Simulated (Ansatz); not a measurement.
**Preparing MgH2 (Pbcn) as a host crystal**

Aim: the runs on the perfect crystal MgH2 (Pbcn) that a defect calculation needs first.

Method: plane-wave PAW DFT, PBEsol; single point of the host's primitive cell on a dense mesh, in the first sound run; inputs show where later runs differ, in Ansatz 0.2.0.

This is a report of a sequence of runs, with most program output left out.

## 1. Set-up

It takes space group Pbcn (No. 60, orthorhombic). Conventional cell: a = 4.476 Å, b = 5.394 Å, c = 4.895 Å, α = 90.00°, β = 90.00°, γ = 90.00°. Nearest to Mg lie 6 H at 1.90 to 1.99 Å. H has 3 Mg at 1.90 to 1.99 Å nearest. Farther neighbours are not listed.

## 2. Primitive cell on a dense mesh

A dense mesh gives the host's converged energy, against which the supercell's sampling is tested.

dense/input.yaml reads:

```yaml
crystal:
  lattice:
    - [4.4760315113, 0.0, 0.0]
    - [0.0, 5.3936688775, 0.0]
    - [0.0, 0.0, 4.8946452434]
  atoms:
    - { symbol: Mg, position: [0.5, 0.8304681266, 0.75] }
    - { symbol: Mg, position: [0.0, 0.6695318734, 0.25] }
    - { symbol: Mg, position: [0.5, 0.1695318734, 0.25] }
    - { symbol: Mg, position: [0.0, 0.3304681266, 0.75] }
    - { symbol: H, position: [0.729995859, 0.8939271955, 0.4211002619] }
    - { symbol: H, position: [0.229995859, 0.6060728045, 0.5788997381] }
    - { symbol: H, position: [0.770004141, 0.6060728045, 0.9211002619] }
    - { symbol: H, position: [0.270004141, 0.8939271955, 0.0788997381] }
    - { symbol: H, position: [0.729995859, 0.1060728045, 0.9211002619] }
    - { symbol: H, position: [0.229995859, 0.3939271955, 0.0788997381] }
    - { symbol: H, position: [0.770004141, 0.3939271955, 0.4211002619] }
    - { symbol: H, position: [0.270004141, 0.1060728045, 0.5788997381] }
basis:
  ecutwfc: 420
  xc_grid: 2
hamiltonian:
  xc: pbesol
kpoints:
  mp_grid: { grid: [6, 5, 6] }
scf:
  occupations: { method: fermi_dirac, width: 0.01 }
  max_iter: 80
```

Command:

```sh
> ansatz run input.yaml --threads 4 --pin off --max-ram 7536MiB --backend cpu --events-out ev --progress --plain --runs-dir out
```

The job ended after 2.7 s (4 threads of Arm Neoverse V1, shared host; peak memory 0.45 GiB).

## 3. Self-consistent run

This step: plane-wave PAW DFT, PBEsol; single point of the defect-free supercell, a test of its k-points (Ansatz 0.2.0).

System of this step: MgH2 (Pbcn). The cell holds 96 atoms: 32 Mg and 64 H. Its edges and angles: a = 8.952 Å, b = 10.787 Å, c = 9.789 Å, α = 90.0°, β = 90.0°, γ = 90.0°.

pristine.sampling/input.yaml reads:

```yaml
crystal:
  lattice:
    - [8.9520630226, 0.0, 0.0]
    - [0.0, 10.787337755, 0.0]
    - [0.0, 0.0, 9.7892904868]
  atoms:
    - { symbol: Mg, position: [0.25, 0.4152340633, 0.375] }
    - { symbol: Mg, position: [0.0, 0.3347659367, 0.125] }
    - { symbol: Mg, position: [0.25, 0.0847659367, 0.125] }
    - { symbol: Mg, position: [0.0, 0.1652340633, 0.375] }
    - { symbol: H, position: [0.3649979295, 0.4469635978, 0.210550131] }
    - { symbol: H, position: [0.1149979295, 0.3030364022, 0.289449869] }
    - { symbol: H, position: [0.3850020705, 0.3030364022, 0.460550131] }
    - { symbol: H, position: [0.1350020705, 0.4469635978, 0.039449869] }
    - { symbol: H, position: [0.3649979295, 0.0530364023, 0.460550131] }
    - { symbol: H, position: [0.1149979295, 0.1969635978, 0.039449869] }
    - { symbol: H, position: [0.3850020705, 0.1969635978, 0.210550131] }
    - { symbol: H, position: [0.1350020705, 0.0530364023, 0.289449869] }
    - { symbol: Mg, position: [0.25, 0.4152340633, 0.875] }
    - { symbol: Mg, position: [0.0, 0.3347659367, 0.625] }
    - { symbol: Mg, position: [0.25, 0.0847659367, 0.625] }
    - { symbol: Mg, position: [0.0, 0.1652340633, 0.875] }
    - { symbol: H, position: [0.3649979295, 0.4469635978, 0.710550131] }
    - { symbol: H, position: [0.1149979295, 0.3030364022, 0.789449869] }
    - { symbol: H, position: [0.3850020705, 0.3030364022, 0.960550131] }
    - { symbol: H, position: [0.1350020705, 0.4469635978, 0.539449869] }
    - { symbol: H, position: [0.3649979295, 0.0530364023, 0.960550131] }
    - { symbol: H, position: [0.1149979295, 0.1969635978, 0.539449869] }
    - { symbol: H, position: [0.3850020705, 0.1969635978, 0.710550131] }
    - { symbol: H, position: [0.1350020705, 0.0530364023, 0.789449869] }
    - { symbol: Mg, position: [0.25, 0.9152340633, 0.375] }
    - { symbol: Mg, position: [0.0, 0.8347659367, 0.125] }
    - { symbol: Mg, position: [0.25, 0.5847659367, 0.125] }
    - { symbol: Mg, position: [0.0, 0.6652340633, 0.375] }
    - { symbol: H, position: [0.3649979295, 0.9469635978, 0.210550131] }
    - { symbol: H, position: [0.1149979295, 0.8030364023, 0.289449869] }
[... 60 atom lines left out ...]
    - { symbol: H, position: [0.8850020705, 0.8030364023, 0.960550131] }
    - { symbol: H, position: [0.6350020705, 0.9469635978, 0.539449869] }
    - { symbol: H, position: [0.8649979295, 0.5530364023, 0.960550131] }
    - { symbol: H, position: [0.6149979295, 0.6969635977, 0.539449869] }
    - { symbol: H, position: [0.8850020705, 0.6969635977, 0.710550131] }
    - { symbol: H, position: [0.6350020705, 0.5530364023, 0.789449869] }
basis:
  ecutwfc: 420
  xc_grid: 2
hamiltonian:
  xc: pbesol
kpoints:
  mp_grid: { grid: [1, 1, 1], shift: [0.25, 0.25, 0.25] }
scf:
  occupations: { method: fermi_dirac, width: 0.01 }
  max_iter: 80
```

Wall time 6.5 s (4 threads); peak memory 1.5 GiB; 22 s of CPU time.

This step gave:

* energy over dense mesh: -2.41e-4 eV/atom

## 4. Defect free supercell relaxed from its symmetric sites

This cell, the one that will hold the defects, is built from the relaxed host. Its coarser k-points can move the atoms a little, so it is relaxed from the symmetric sites, as the reference for the test of stability.

This step: plane-wave PAW DFT, PBEsol; relaxation of the defect-free supercell from its symmetric sites (Ansatz 0.2.0).

pristine.symmetric/input.yaml, as its differences from pristine.sampling/input.yaml of step 3:

```diff
@@ -53 +53,12 @@
   max_iter: 80
+output:
+  forces: true
+relax:
+  f_tol: 0.01
+  max_steps: 60
+  escape_saddle: false
+checkpoint:
+  write: "../pristine.symmetric.run"
+  compress: false
+  write_wavefunctions: false
+  write_every: 100000
```

The job ended after 12 s (4 threads; peak memory 1.5 GiB; 43 s of CPU time).

No atom moved by 0.005 Å in the relaxation.

## 5. Defect free supercell relaxed from displaced atoms

This step: plane-wave PAW DFT, PBEsol; relaxation of the defect-free supercell from random displacements, a test of the host's stability (Ansatz 0.2.0).

pristine.rattled/input.yaml, as its differences from pristine.symmetric/input.yaml of step 4:

```diff
@@ -57,6 +57,6 @@
   f_tol: 0.01
-  max_steps: 60
-  escape_saddle: false
+  max_steps: 120
+  random_displacement: { amplitude: 0.08, seed: 8103 }
 checkpoint:
-  write: "../pristine.symmetric.run"
+  write: "../pristine.rattled.run"
   compress: false
```

It took 47 s on 4 threads; peak memory 1.6 GiB; 2.7 min of CPU time.

The steps of the relaxation:

| step | energy less that of the first step (eV) | largest force component (eV/Å) |
| --- | --- | --- |
| 1 | 0.0000 | 1.0582 |
| 2 | -0.8848 | 0.5848 |
| 3 | -1.4810 | 0.0142 |
| 4 | -1.4810 | 0.0142 |
| 5 | -1.4825 | 0.0016 |

The relaxation ends 15 meV an atom lower than the displaced start, with a largest force component of 0.0016 eV/Å.

## 6. Summary of results

```json
{
  "supercell relaxed in its symmetry less the displaced and relaxed one": "0.000 eV",
  "energy an atom at one point at (¼, ¼, ¼) less that on the dense mesh": "0.000 eV"
}
```

Step 5: The energy fell by 1.482 eV from the randomly displaced start; the atoms end within 0.005 Å of the sites as typed, once the mean shift is taken out. The displaced cell ends within 0.01 eV of the symmetric one relaxed in its symmetry, so no lower structure shows in this supercell. All at zero temperature.

[Logs are printed without paths, hosts, clocks, repeated set-up lines and the standing remarks that a program may print on its own settings, such as how far it seeks lower states.]

[Hosts, paths, dates, database ids (printed as entryN), source tags and the programs' standing remarks are cut or masked in the printed files.]

[Runs of the host that timed out are not shown.]

[For some hosts the program warned that the k-mesh of the response run may be too coarse for force constants and the static dielectric constant; such warnings are not always shown.]
